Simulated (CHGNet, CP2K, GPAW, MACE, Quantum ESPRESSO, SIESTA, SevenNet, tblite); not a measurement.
# C(111) slab, H on the bottom face (81 atoms) in CP2K, part 2 of 2

Wanted: CP2K inputs and outputs for C(111) slab, H on the bottom face (81 atoms), checked against a plane-wave reference.

Program: CP2K 2026.2; the method stands at each step. Banners, paths, timers and routine set-up lines are dropped from the logs unmarked, and long logs keep their key lines alone; longer cuts are marked.

So far. Step 3 (PBE, TZV2P-UZH, 450/50 Ry, diagonalisation): Against the first run (3.2 %), the force difference from the reference is 1.1 %, at 3.3 times the CPU time (on 4 against 2 cores), with 2214 basis functions against 981; this set comes with other potentials too, so the change isn't the basis's alone.

## Step 5: PBE+D4, DZVP-MOLOPT-SR, 450/50 Ry, diagonalisation

Method: Kohn-Sham DFT, PBE+D4, GTH-PBE pseudopotentials, Gaussian and plane waves, DZVP-MOLOPT-SR-GTH, diagonalisation.

Contents of input.inp:

```
&GLOBAL
  PROJECT cell
  RUN_TYPE ENERGY_FORCE
  PRINT_LEVEL LOW
&END GLOBAL
&FORCE_EVAL
  METHOD QS
  &DFT
    BASIS_SET_FILE_NAME BASIS_MOLOPT
    POTENTIAL_FILE_NAME GTH_POTENTIALS
    &MGRID
      CUTOFF 450
      REL_CUTOFF 50
    &END MGRID
    &QS
      EPS_DEFAULT 1.0E-12
    &END QS
    &SCF
      SCF_GUESS ATOMIC
      EPS_SCF 5.0E-06
      MAX_SCF 200
      ADDED_MOS 35
      &DIAGONALIZATION
        ALGORITHM STANDARD
      &END DIAGONALIZATION
      &SMEAR ON
        METHOD FERMI_DIRAC
        ELECTRONIC_TEMPERATURE [K] 580
      &END SMEAR
      &MIXING
        METHOD BROYDEN_MIXING
        ALPHA 0.2
        NBROYDEN 12
        BETA 0.05
      &END MIXING
      &PRINT
        &RESTART OFF
        &END RESTART
      &END PRINT
    &END SCF
    &XC
      &XC_FUNCTIONAL PBE
      &END XC_FUNCTIONAL
      &VDW_POTENTIAL
        POTENTIAL_TYPE PAIR_POTENTIAL
        &PAIR_POTENTIAL
          TYPE DFTD4
          REFERENCE_FUNCTIONAL PBE
        &END PAIR_POTENTIAL
      &END VDW_POTENTIAL
    &END XC
    &PRINT
      &MULLIKEN ON
      &END MULLIKEN
      &HIRSHFELD ON
        SHAPE_FUNCTION DENSITY
      &END HIRSHFELD
      &MO ON
        EIGENVALUES T
        OCCUPATION_NUMBERS T
        MO_INDEX_RANGE 138 161
        &EACH
          QS_SCF 0
        &END EACH
        ADD_LAST NUMERIC
      &END MO
    &END PRINT
  &END DFT
  &SUBSYS
    &CELL
      A 7.56675 0.00000 0.00000
      B -3.78337 6.55300 0.00000
      C 0.00000 0.00000 19.78308
    &END CELL
    &COORD
      SCALED
[... 81 atom lines left out: the same atoms as in the first run ...]
    &END COORD
    &KIND C
      BASIS_SET DZVP-MOLOPT-SR-GTH-q4
      POTENTIAL GTH-PBE-q4
    &END KIND
    &KIND H
      BASIS_SET DZVP-MOLOPT-SR-GTH-q1
      POTENTIAL GTH-PBE-q1
    &END KIND
  &END SUBSYS
  &PRINT
    &FORCES ON
    &END FORCES
  &END PRINT
&END FORCE_EVAL
```

The run is started by

```console
$ OMP_NUM_THREADS=2 cp2k.psmp -i input.inp > output.txt
```

Numbers of over 12 decimals in the logs are rounded to 6 here.

Output:

```text
CP2K| version string:                                       CP2K version 2026.2
 CP2K| Input file name                                                 input.inp
 GLOBAL| Basis set file name                                        BASIS_MOLOPT
 GLOBAL| Potential file name                                      GTH_POTENTIALS
 GLOBAL| Run type                                                   ENERGY_FORCE
 GLOBAL| Total number of message passing processes                             1
 GLOBAL| Number of threads for this process                                    2
[... lines left out ...]
                        Smear method:                                FERMI_DIRAC
[... lines left out ...]
 Number of electrons:                                                        297
[... lines left out ...]
  Step     Update method      Time    Convergence         Total energy    Change
[... lines left out ...]
  *** SCF run converged in    43 steps ***
[... lines left out ...]
  Fermi energy:                                                 0.111677
  Total energy:                                              -414.332533
  Total energy (extrapolated to T->0):                       -414.323871
[... lines left out ...]
 MO| E(Fermi):            0.111677 a.u.          3.038877 eV
[... lines left out ...]
                           Hirshfeld Charges
  #Atom  Element  Kind  Ref Charge     Population                    Net charge
      1       C      1       4.000          3.996                         0.004
      2       C      1       4.000          4.041                        -0.041
      3       C      1       4.000          3.995                         0.005
[...]
80       H      2       1.000          0.962                         0.038
     81       H      2       1.000          0.961                         0.039
  Total Charge                                                           -0.000
 !-----------------------------------------------------------------------------!
 ENERGY| Total FORCE_EVAL ( QS ) energy [hartree]           -414.332531
 FORCES| Atomic forces [hartree/bohr]
 FORCES|   Atom     x               y               z               |f|
 FORCES|      1 -1.39947376E-02 -2.81632063E-02 -1.18899888E-02   3.36212835E-02
 FORCES|      2  2.11148244E-02  1.98993975E-02  1.00370217E-02   3.07011992E-02
 FORCES|      3  2.49396870E-02 -9.62041314E-03 -1.40462391E-03   2.67677661E-02
[...]
FORCES|     80 -7.79108987E-04  5.52447795E-03  2.55905220E-03   6.13804656E-03
 FORCES|     81 -2.24673967E-03  1.80852067E-03  9.43510967E-03   9.86609754E-03
 FORCES| Sum    -6.21037949E-05 -3.61085614E-05  2.30711609E-05
 FORCES| Total atomic force                                       7.54518920E-05
```

It took 9.4 min on 2 threads of Arm Neoverse V1, shared host; peak memory 2.2 GiB; 18 min of CPU time.

Against the reference:

```
r.m.s. force component                  : 1.702 eV/Å
r.m.s. difference of force components   : 55.95 meV/Å
longest difference of force vectors     : 233.5 meV/Å
force difference over r.m.s. force      : 3.346 %
slope of forces against the reference's : 1.018
correlation of force components         : 0.9996
```

Against the first run (3.2 %), the force difference from the reference is 3.3 %, at 1.0 times the CPU time; the model has changed, so this is no error of the program alone.

## Step 6: PBE, DZVP-MOLOPT-SR, 225/50 Ry, diagonalisation

Method: Kohn-Sham DFT, PBE, GTH-PBE pseudopotentials, Gaussian and plane waves, DZVP-MOLOPT-SR-GTH, diagonalisation.

input.inp: that of step 5 with these lines changed.

```diff
@@ -11,3 +11,3 @@
     &MGRID
-      CUTOFF 450
+      CUTOFF 225
       REL_CUTOFF 50
@@ -43,9 +43,2 @@
       &END XC_FUNCTIONAL
-      &VDW_POTENTIAL
-        POTENTIAL_TYPE PAIR_POTENTIAL
-        &PAIR_POTENTIAL
-          TYPE DFTD4
-          REFERENCE_FUNCTIONAL PBE
-        &END PAIR_POTENTIAL
-      &END VDW_POTENTIAL
     &END XC
@@ -75,4 +68,27 @@
     &COORD
-      SCALED
-[... 81 atom lines left out: the same atoms as in the first run ...]
+      C -0.00525 5.85910 7.59809
+      C -1.28475 6.55195 7.10450
+      C -1.26580 5.11298 9.68224
+      C -0.03302 5.83027 9.14018
+      C 2.50777 0.00170 11.74976
+      C -1.24295 5.09096 11.25202
+      C 0.02445 5.85471 13.80167
+      C -1.27632 6.51938 13.30353
+      C 1.26963 3.67610 7.60758
+      C 0.00102 4.38835 7.10668
+      C 0.00136 2.90940 9.68560
+      C 1.31000 3.69176 9.15798
+      C -0.03851 4.34071 11.74007
+      C 0.00057 2.86386 11.21206
+      C 1.25317 3.66791 13.78999
+      C -0.01574 4.40571 13.28196
+      C 2.52635 5.82319 7.61114
+      C 1.24530 6.53341 7.09936
+      C 1.22442 5.13382 9.65474
+      C 2.53021 5.86146 9.12831
+[... 57 atom lines left out ...]
+      H -3.76014 6.54684 5.99882
+      H 3.80570 2.20757 5.99447
+      H -2.51787 4.36122 6.02058
+      H -1.24462 2.18864 6.01722
     &END COORD
```

Output:

```text
CP2K| version string:                                       CP2K version 2026.2
 CP2K| Input file name                                                 input.inp
 GLOBAL| Basis set file name                                        BASIS_MOLOPT
 GLOBAL| Potential file name                                      GTH_POTENTIALS
 GLOBAL| Run type                                                   ENERGY_FORCE
 GLOBAL| Total number of message passing processes                             1
 GLOBAL| Number of threads for this process                                    2
[... lines left out ...]
                        Smear method:                                FERMI_DIRAC
[... lines left out ...]
 Number of electrons:                                                        297
[... lines left out ...]
  Step     Update method      Time    Convergence         Total energy    Change
[... lines left out ...]
  *** SCF run converged in    41 steps ***
[... lines left out ...]
  Fermi energy:                                                 0.111676
  Total energy:                                              -413.841093
  Total energy (extrapolated to T->0):                       -413.832431
[... lines left out ...]
 MO| E(Fermi):            0.111676 a.u.          3.038856 eV
[... lines left out ...]
                           Hirshfeld Charges
  #Atom  Element  Kind  Ref Charge     Population                    Net charge
      1       C      1       4.000          3.996                         0.004
      2       C      1       4.000          4.041                        -0.041
      3       C      1       4.000          3.995                         0.005
[...]
80       H      2       1.000          0.962                         0.038
     81       H      2       1.000          0.961                         0.039
  Total Charge                                                           -0.000
 !-----------------------------------------------------------------------------!
 ENERGY| Total FORCE_EVAL ( QS ) energy [hartree]           -413.841090
 FORCES| Atomic forces [hartree/bohr]
 FORCES|   Atom     x               y               z               |f|
 FORCES|      1 -1.39567071E-02 -2.85540167E-02 -1.34712952E-02   3.45195211E-02
 FORCES|      2  2.15689729E-02  1.99232186E-02  9.17338031E-03   3.07620893E-02
 FORCES|      3  2.50863973E-02 -1.00464281E-02 -1.94990146E-03   2.70935447E-02
[...]
FORCES|     80 -7.80952010E-04  5.52316353E-03  1.52441140E-03   5.78265091E-03
 FORCES|     81 -2.23696831E-03  1.80907872E-03  8.41306052E-03   8.89136549E-03
 FORCES| Sum     2.43474681E-04 -1.73252850E-03 -2.78226740E-03
 FORCES| Total atomic force                                       3.28663153E-03
```

Run time: 7 min. Hardware: 2 threads; peak memory 0.99 GiB; 14 min of CPU time.

Numbers from this run, and their distance from the reference:

* r.m.s. force component: 1.704 eV/Å
* r.m.s. difference of force components: 54.51 meV/Å
* longest difference of force vectors: 207.1 meV/Å
* force difference over r.m.s. force: 3.26 %
* slope of forces against the reference's: 1.019
* correlation of force components: 0.9997
* energy less the same-level run's: -0.2159 meV/atom
* r.m.s. force difference from the same-level run: 18.33 meV/Å

This is a coarse setting, run to see what it loses.

Against the first run (3.2 %), the force difference from the reference is 3.3 %, at 0.79 times the CPU time.

## Step 7: All runs compared

Differences are against the plane-wave reference, forces as r.m.s. over components; share is that over the reference's r.m.s. force, slope the least-squares factor from reference forces to these. Total energies of different programs have different zeros and aren't compared.

```tsv
run	Δ force, r.m.s. (meV/Å)	share (%)	slope	cores	CPU time	memory (GiB)
reference	-	-	-	4	13 min	3.2
CP2K PBE, DZVP-MOLOPT-SR, 450/50 Ry, diagonalisation	54.0	3.23	1.016	2	17 min	2.2
CP2K PBE, TZV2P-UZH, 450/50 Ry, diagonalisation	19.1	1.14	1.002	4	57 min	3.6
CP2K r2SCAN, SCAN potentials, DZVP-UZH(SCAN), 600/50 Ry, diagonalisation	102	6.09	1.039	4	48 min	4.7
CP2K PBE+D4, DZVP-MOLOPT-SR, 450/50 Ry, diagonalisation	55.9	3.35	1.018	2	18 min	2.2
CP2K PBE, DZVP-MOLOPT-SR, 225/50 Ry, diagonalisation (coarse)	54.5	3.26	1.019	2	14 min	0.99
```

Rows marked coarse were listed beforehand as settings not expected to be converged; some can still land near the reference.

CPU time is summed over cores on a shared host, where runs went side by side, so it is rough. Symmetry, cutoffs, thresholds, outputs and thread counts weren't matched or tuned between programs; memory under MPI is the largest rank's times the ranks.

Mean charges by element (e), by run and scheme:

```tsv
run	scheme	C	H
CP2K PBE, DZVP-MOLOPT-SR, 450/50 Ry, diagonalisation	Mulliken	-0.01	+0.09
CP2K PBE, DZVP-MOLOPT-SR, 450/50 Ry, diagonalisation	Hirshfeld	-0.01	+0.04
CP2K PBE, TZV2P-UZH, 450/50 Ry, diagonalisation	Mulliken	+0.04	-0.29
CP2K PBE, TZV2P-UZH, 450/50 Ry, diagonalisation	Hirshfeld	-0.01	+0.04
CP2K r2SCAN, SCAN potentials, DZVP-UZH(SCAN), 600/50 Ry, diagonalisation	Mulliken	0.00	+0.02
CP2K r2SCAN, SCAN potentials, DZVP-UZH(SCAN), 600/50 Ry, diagonalisation	Hirshfeld	-0.01	+0.04
CP2K PBE+D4, DZVP-MOLOPT-SR, 450/50 Ry, diagonalisation	Mulliken	-0.01	+0.09
CP2K PBE+D4, DZVP-MOLOPT-SR, 450/50 Ry, diagonalisation	Hirshfeld	-0.01	+0.04
```

Within one program, basis, potentials and functional, energies share a zero. Each run against its twin at the usual cutoff or grid and solver:

```tsv
run	twin	Δ energy (meV/atom)	Δ force, r.m.s. (meV/Å)	CPU time over the twin's
CP2K PBE, DZVP-MOLOPT-SR, 225/50 Ry, diagonalisation	DZVP-MOLOPT-SR, 450/50 Ry, diagonalisation	-0.216	18.3	0.79
```

Further runs of this program without a result: CP2K PBE, TZVP-MOLOPT, 450/50 Ry, diagonalisation (cut off at its time limit).

## Step 8: What came out

```
nearest in forces : CP2K PBE, TZV2P-UZH, 450/50 Ry, diagonalisation, 1.1 %
its CPU time      : 57 min
```

The PBE runs in local orbitals, coarse settings apart, differ by 1.1 % (CP2K PBE, TZV2P-UZH, 450/50 Ry, diagonalisation) to 3.2 % (CP2K PBE, DZVP-MOLOPT-SR, 450/50 Ry, diagonalisation); basis, grid and potentials can all enter. Rows with another functional or a dispersion term differ by 3.3 % (CP2K PBE+D4, DZVP-MOLOPT-SR, 450/50 Ry, diagonalisation) to 6.1 % (CP2K r2SCAN, SCAN potentials, DZVP-UZH(SCAN), 600/50 Ry, diagonalisation), which mixes the change of model with differences of basis and potentials, some of them made for another functional. Runs with settings chosen to be coarse differ by 3.3 % (CP2K PBE, DZVP-MOLOPT-SR, 225/50 Ry, diagonalisation), their programs' other errors included. None of the electronic-structure runs in the table takes under half the reference's CPU time of 13 min; they take 1.1 to 4.4 times as much. Charges hang on scheme and program or settings: among these rows the mean for H runs from -0.29 to +0.09 e, even in sign. The electron count is odd in these runs, and they have no spin polarisation, so the unpaired electron is spread evenly over both spins. The runs have no spin polarisation, so any moments at edges, vacancies or dangling bonds can't form. The electronic-structure runs sample only Γ, in a cell whose shortest periodic width is 7 Å, which is coarse for a cell with partly filled levels.

[Also dropped from logs without a mark: logging warnings of Python, and SIESTA's first energy breakdown and zero terms.]

[Logs are printed without paths, hosts, clocks, repeated set-up lines and the standing remarks that a program may print on its own settings, such as how far it seeks lower states.]

[Hosts, paths, dates, database ids (printed as entryN), source tags and the programs' standing remarks are cut or masked in the printed files.]
